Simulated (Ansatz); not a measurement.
## G0W0 on several functionals: Cs2AgBiBr6 (Fm-3m)

Aim: G0W0 for Cs2AgBiBr6 (Fm-3m) on several starting functionals, at one mesh, band count and screening cutoff.

Program: Ansatz 0.2.0. Level of theory: G0W0 on several functionals, plane waves, PAW. Results are calculated unless marked as measured.

Report form: the programs' logs are mostly left out.

In doubt: one-shot GW on d or f shells is unsure, so the values of those runs are not to be relied on; masses and optical values from hybrid runs of this build are listed as unsure (steps 6, 7, 8), which bears on the screening that GW takes from such a start.

### 1. Set-up

It takes space group Fm-3m (No. 225, cubic). The conventional cell has a = 11.488 Å, b = 11.488 Å, c = 11.488 Å, α = 90.00°, β = 90.00°, γ = 90.00°. Nearest to Cs lie 12 Br at 4.06 Å. Nearest to Ag lie 6 Br at 2.86 Å. Nearest to Bi lie 6 Br at 2.88 Å. Nearest to Br lie 1 Ag at 2.86 Å and 1 Bi at 2.88 Å and 4 Cs at 4.06 Å. Farther neighbours and most contacts between anions are not listed.

The cell and positions are those that the Materials Project relaxed with its own functionals (PBE, PBE+U or r2SCAN), kept fixed. Spin-orbit coupling is left out unless a step names it.

### 2. G0W0 on LDA

Now the one-shot GW correction: screening in the RPA, then the self-energy of the levels asked for. This step takes PAW set soft_1 files.

This step: G0W0 on LDA, plane waves, PAW; PAW set soft_1.

input.yaml reads:

```yaml
crystal:
  lattice:
    - [0.0, 5.744148, 5.744148]
    - [5.744148, 0.0, 5.744148]
    - [5.744148, 5.744148, 0.0]
  atoms:
    - { symbol: Cs, position: [0.75, 0.75, 0.75] }
    - { symbol: Cs, position: [0.25, 0.25, 0.25] }
    - { symbol: Ag, position: [0.5, 0.5, 0.5] }
    - { symbol: Bi, position: [0.0, 0.0, 0.0] }
    - { symbol: Br, position: [0.749194, 0.250806, 0.250806] }
    - { symbol: Br, position: [0.250806, 0.250806, 0.749194] }
    - { symbol: Br, position: [0.250806, 0.749194, 0.749194] }
    - { symbol: Br, position: [0.250806, 0.749194, 0.250806] }
    - { symbol: Br, position: [0.749194, 0.250806, 0.749194] }
    - { symbol: Br, position: [0.749194, 0.749194, 0.250806] }
kpoints:
  mp_grid: { grid: [2, 2, 2] }
hamiltonian:
  xc: lda
  pseudopotentials: { kind: paw, azcp: { folder: soft_1 }, xc_functional: pbe }
scf:
  occupations: { method: fixed }
gw:
  n_empty_bands: 860
  ecut_chi: 100
  qp_bands: [v3, c3]
  qp_kpoints: band_edges
  screening: { model: contour_deformation }
```

Command:

```bash
$ ansatz run input.yaml --threads 4 --pin off --max-ram 138240MiB --backend cuda --events-out ev --progress --plain --runs-dir out --devices 1 --max-vram 26GiB
```

Elapsed: 11 s, on 1 × NVIDIA H100 80GB HBM3 (shared by 3 runs) with 4 threads of AMD EPYC 7R13 (Zen 3), shared host; peak memory 2 GiB; 17 s of CPU time.

This step gave:

- bands summed: 907
- RPA ε∞ on this mesh (eigenvalues): 6.163, 6.163, 6.163
- plane waves in the screening matrix: 869
- q-points in the mesh: 8
- G0W0 gap on the mesh: 2.215 eV
- k of the valence top: 0, -0.5, -0.5
- k of the conduction bottom: 0, 0, -0.5
- starting gap on the mesh: 1.143 eV
- Z at the valence top: 0.7416
- Z at the conduction bottom: 0.7704
- least direct G0W0 gap on the computed points: 3.524 eV

The gap on the mesh goes from 1.14 eV to 2.21 eV, a correction of +1.07 eV. Between the two edge states, bare exchange in place of the xc potential would open the gap by 6.99 eV, and correlation takes back 5.91 eV.

### 3. G0W0 on PBEsol

The same correction from a different start measures what one shot leaves open.

This step: G0W0 on PBEsol, plane waves, PAW; PAW set soft_1.

Edit input.yaml of step 2 so:

```diff
@@ -19,3 +19,3 @@
 hamiltonian:
-  xc: lda
+  xc: pbesol
   pseudopotentials: { kind: paw, azcp: { folder: soft_1 }, xc_functional: pbe }
```

Elapsed: 17 s, on 1 × NVIDIA H100 80GB HBM3 (shared by 3 runs) with 4 threads; peak memory 2 GiB.

This step gave:

```yaml
bands_summed: 907
rpa_eps_infinity_on_this_mesh_eigenvalues: 5.845, 5.845, 5.845
plane_waves_in_the_screening_matrix: 869
q_points_in_the_mesh: 8
g0w0_gap_on_the_mesh: 2.263 eV
k_of_the_valence_top: 0, -0.5, -0.5
k_of_the_conduction_bottom: 0, 0, -0.5
starting_gap_on_the_mesh: 1.217 eV
z_at_the_valence_top: 0.7443
z_at_the_conduction_bottom: 0.7731
least_direct_g0w0_gap_on_the_computed_points: 3.581 eV
```

Against the run with 2×2×2 mesh, 860 empty bands, screening to 100 eV, PAW set soft_1 files on LDA, the gap moves by +0.05 eV, while the start moved by +0.07 eV.

### 4. G0W0 on PBE

This step: G0W0 on PBE, plane waves, PAW; PAW set soft_1.

Edit input.yaml of step 3 so:

```diff
@@ -19,4 +19,4 @@
 hamiltonian:
-  xc: pbesol
-  pseudopotentials: { kind: paw, azcp: { folder: soft_1 }, xc_functional: pbe }
+  xc: pbe
+  pseudopotentials: { kind: paw, azcp: { folder: soft_1 } }
 scf:
```

Run time: 24 s. Hardware: 1 × NVIDIA H100 80GB HBM3 (shared by 3 runs) with 4 threads; peak memory 2 GiB; 37 s of CPU time.

This step gave:

```
bands summed                                 : 907
RPA ε∞ on this mesh (eigenvalues)            : 5.523, 5.523, 5.523
plane waves in the screening matrix          : 869
G0W0 gap on the mesh                         : 2.297 eV
k of the valence top                         : 0, -0.5, -0.5
k of the conduction bottom                   : 0, 0, -0.5
starting gap on the mesh                     : 1.313 eV
least direct G0W0 gap on the computed points : 3.619 eV
```

Against the run with 2×2×2 mesh, 860 empty bands, screening to 100 eV, PAW set soft_1 files on PBEsol, the gap moves by +0.03 eV, while the start moved by +0.10 eV.

### 5. G0W0 on r2SCAN

This step: G0W0 on r2SCAN, plane waves, PAW; PAW set soft_1.

Edit input.yaml of step 4 so:

```diff
@@ -19,3 +19,3 @@
 hamiltonian:
-  xc: pbe
+  xc: r2scan
   pseudopotentials: { kind: paw, azcp: { folder: soft_1 } }
```

Wall time 14 s (1 × NVIDIA H100 80GB HBM3 (shared by 3 runs) with 4 threads); peak memory 2.9 GiB; 20 s of CPU time.

Numbers from this step:

```yaml
bands_summed: 907
rpa_eps_infinity_on_this_mesh_eigenvalues: 4.561, 4.561, 4.561
plane_waves_in_the_screening_matrix: 869
g0w0_gap_on_the_mesh: 2.574 eV
k_of_the_valence_top: 0, -0.5, -0.5
k_of_the_conduction_bottom: 0, 0, -0.5
starting_gap_on_the_mesh: 1.723 eV
least_direct_g0w0_gap_on_the_computed_points: 3.930 eV
```

Against the run with 2×2×2 mesh, 860 empty bands, screening to 100 eV, PAW set soft_1 files on PBE, the gap moves by +0.28 eV, while the start moved by +0.41 eV.

### 6. G0W0 on HSE06

This step: G0W0 on HSE06, plane waves, PAW; PAW set soft_1.

Edit input.yaml of step 5 so:

```diff
@@ -19,3 +19,3 @@
 hamiltonian:
-  xc: r2scan
+  xc: hse06
   pseudopotentials: { kind: paw, azcp: { folder: soft_1 } }
```

Run time: 53 s. Hardware: 1 × NVIDIA H100 80GB HBM3 (shared by 3 runs) with 4 threads; peak memory 2.2 GiB; 81 s of CPU time.

Numbers from this step:

- bands summed: 907
- RPA ε∞ on this mesh (eigenvalues): 3.992, 3.992, 3.992
- plane waves in the screening matrix: 869
- G0W0 gap on the mesh: 2.845 eV
- k of the valence top: 0, -0.5, -0.5
- k of the conduction bottom: 0, 0, -0.5
- starting gap on the mesh: 2.225 eV
- least direct G0W0 gap on the computed points: 4.204 eV

Against the run with 2×2×2 mesh, 860 empty bands, screening to 100 eV, PAW set soft_1 files on r2SCAN, the gap moves by +0.27 eV, while the start moved by +0.50 eV.

### 7. G0W0 on PBE0

This step: G0W0 on PBE0, plane waves, PAW; PAW set soft_1.

Edit input.yaml of step 6 so:

```diff
@@ -19,3 +19,3 @@
 hamiltonian:
-  xc: hse06
+  xc: pbe0
   pseudopotentials: { kind: paw, azcp: { folder: soft_1 } }
```

It took 54 s on 1 × NVIDIA H100 80GB HBM3 (shared by 3 runs) with 4 threads; peak memory 2.1 GiB; 86 s of CPU time.

This step gave:

```yaml
bands_summed: 907
rpa_eps_infinity_on_this_mesh_eigenvalues: 3.619, 3.619, 3.619
plane_waves_in_the_screening_matrix: 869
g0w0_gap_on_the_mesh: 3.070 eV
k_of_the_valence_top: 0, -0.5, -0.5
k_of_the_conduction_bottom: 0, 0, -0.5
starting_gap_on_the_mesh: 2.892 eV
least_direct_g0w0_gap_on_the_computed_points: 4.434 eV
```

Against the run with 2×2×2 mesh, 860 empty bands, screening to 100 eV, PAW set soft_1 files on HSE06, the gap moves by +0.23 eV, while the start moved by +0.67 eV.

### 8. G0W0 on Hartree-Fock

This step: G0W0 on Hartree-Fock, plane waves, PAW; PAW set soft_1.

Edit input.yaml of step 7 so:

```diff
@@ -19,3 +19,3 @@
 hamiltonian:
-  xc: pbe0
+  xc: hf
   pseudopotentials: { kind: paw, azcp: { folder: soft_1 } }
```

Run time: 74 s. Hardware: 1 × NVIDIA H100 80GB HBM3 (shared by 3 runs) with 4 threads; peak memory 2.2 GiB.

This step gave:

| Item | Value |
| --- | --- |
| bands summed | 907 |
| RPA ε∞ on this mesh (eigenvalues) | 2.134, 2.134, 2.134 |
| plane waves in the screening matrix | 869 |
| G0W0 gap on the mesh | 4.792 eV |
| k of the valence top | 0, -0.5, -0.5 |
| k of the conduction bottom | 0, 0, -0.5 |
| starting gap on the mesh | 8.214 eV |
| least direct G0W0 gap on the computed points | 6.026 eV |

Against the run with 2×2×2 mesh, 860 empty bands, screening to 100 eV, PAW set soft_1 files on PBE0, the gap moves by +1.72 eV, while the start moved by +5.32 eV.

### 9. The starts together

All on the 2×2×2 mesh with 860 empty bands and screening to 100 eV. Times are wall times on 1 × NVIDIA H100 80GB HBM3 (shared by 3 runs) with 4 threads of AMD EPYC 7R13 (Zen 3), shared host, good to a factor of about two.

| start | starting gap (eV) | shift (eV) | G0W0 gap (eV) | RPA ε∞ (harmonic mean) | Z (valence, conduction) | time |
| --- | --- | --- | --- | --- | --- | --- |
| LDA | 1.14 | +1.07 | 2.21 | 6.16 | 0.74, 0.77 | 11 s |
| PBEsol | 1.22 | +1.05 | 2.26 | 5.84 | 0.74, 0.77 | 17 s |
| PBE | 1.31 | +0.98 | 2.30 | 5.52 | 0.75, 0.78 | 24 s |
| r2SCAN | 1.72 | +0.85 | 2.57 | 4.56 | 0.76, 0.79 | 14 s |
| HSE06 | 2.22 | +0.62 | 2.84 | 3.99 | 0.79, 0.81 | 53 s |
| PBE0 | 2.89 | +0.18 | 3.07 | 3.62 | 0.80, 0.82 | 54 s |
| Hartree-Fock | 8.21 | −3.42 | 4.79 | 2.13 | 0.89, 0.90 | 74 s |

The parts of the quasiparticle energy at the two band edges (eV; QP = start + Σx + Σc − Vxc):

| run | edge | start | Σx | Σc | Vxc | Z | QP |
| --- | --- | --- | --- | --- | --- | --- | --- |
| LDA | valence top | 3.25 | -24.11 | 2.40 | -21.31 | 0.74 | 2.85 |
| LDA | conduction bottom | 4.39 | -9.72 | -3.51 | -13.91 | 0.77 | 5.07 |
| PBEsol | valence top | 3.47 | -24.17 | 2.45 | -21.16 | 0.74 | 2.91 |
| PBEsol | conduction bottom | 4.69 | -9.64 | -3.45 | -13.58 | 0.77 | 5.17 |
| PBE | valence top | 3.59 | -24.23 | 2.47 | -21.13 | 0.75 | 2.97 |
| PBE | conduction bottom | 4.90 | -9.58 | -3.42 | -13.36 | 0.78 | 5.27 |
| r2SCAN | valence top | 3.30 | -24.51 | 2.38 | -21.67 | 0.76 | 2.85 |
| r2SCAN | conduction bottom | 5.03 | -9.40 | -3.39 | -13.19 | 0.79 | 5.42 |

### 10. Summary of results

```
G0W0@LDA          : 2.21 eV (start 1.14 eV)
G0W0@PBEsol       : 2.26 eV (start 1.22 eV)
G0W0@PBE          : 2.30 eV (start 1.31 eV)
G0W0@r2SCAN       : 2.57 eV (start 1.72 eV)
G0W0@HSE06        : 2.84 eV (start 2.22 eV)
G0W0@PBE0         : 3.07 eV (start 2.89 eV)
G0W0@Hartree-Fock : 4.79 eV (start 8.21 eV)
known limits      : not at the basis limit; d shell near the gap, gap tends to lie low; no spin-orbit coupling; coarse k mesh
```

In words: The starting gaps span 7.07 eV and the G0W0 gaps 2.58 eV. Between LDA and Hartree-Fock, 2.58 eV of the 7.07 eV survives, 36 %. Hartree-Fock screens less than LDA (ε∞ 2.13 against 6.16). Of the 2.58 eV by which its G0W0 gap is higher, the correlation part gives +2.35 eV, and exchange with the one-particle terms, which follow the orbitals, +0.23 eV. On Hartree-Fock the correction is negative: that start lies above its own G0W0 value. The smallest correction, +0.18 eV, is on PBE0, the start nearest to reproducing itself. Bands and cutoff are finite, so the gap is not at the basis limit. The miss can reach some tenths of an eV and take either sign; the mesh is an error of its own. The 2×2×2 mesh is coarse for this cell (its supercell is 16 Å along the shortest edge). The RPA ε∞ on it, from the LDA start, is 6.16; such meshes misread the long-range screening, most where the gap is narrow. The program warns that the mesh is coarse for exact exchange, which bears on the hybrid start's gap. Where an edge is built on 6p states of lead, bismuth or thallium, scalar-relativistic gaps usually stand too wide, by a few tenths to over one eV. A d shell, filled or nearly so, lies near the gap. One-shot GW converges very slowly in bands there, not always from below, and on a semilocal start the gap tends to come out low; starts rich in exact exchange can overshoot instead. The many-body steps are scalar-relativistic: spin-orbit coupling is not in them.

[Paths, hosts, dates, memory and timing lines, banners, echoed tables and standing remarks are left out of the program output.]

[Logs are printed without paths, hosts, clocks, repeated set-up lines and the standing remarks that a program may print on its own settings, such as how far it seeks lower states.]

[Runs of the session that timed out or met a known fault of the program may be left out.]

[Cells called generated may have been cut or substituted from an entry of the Crystallography Open Database or the Materials Project.]

[Hosts, paths, dates, database ids (printed as entryN), source tags and the programs' standing remarks are cut or masked in the printed files.]
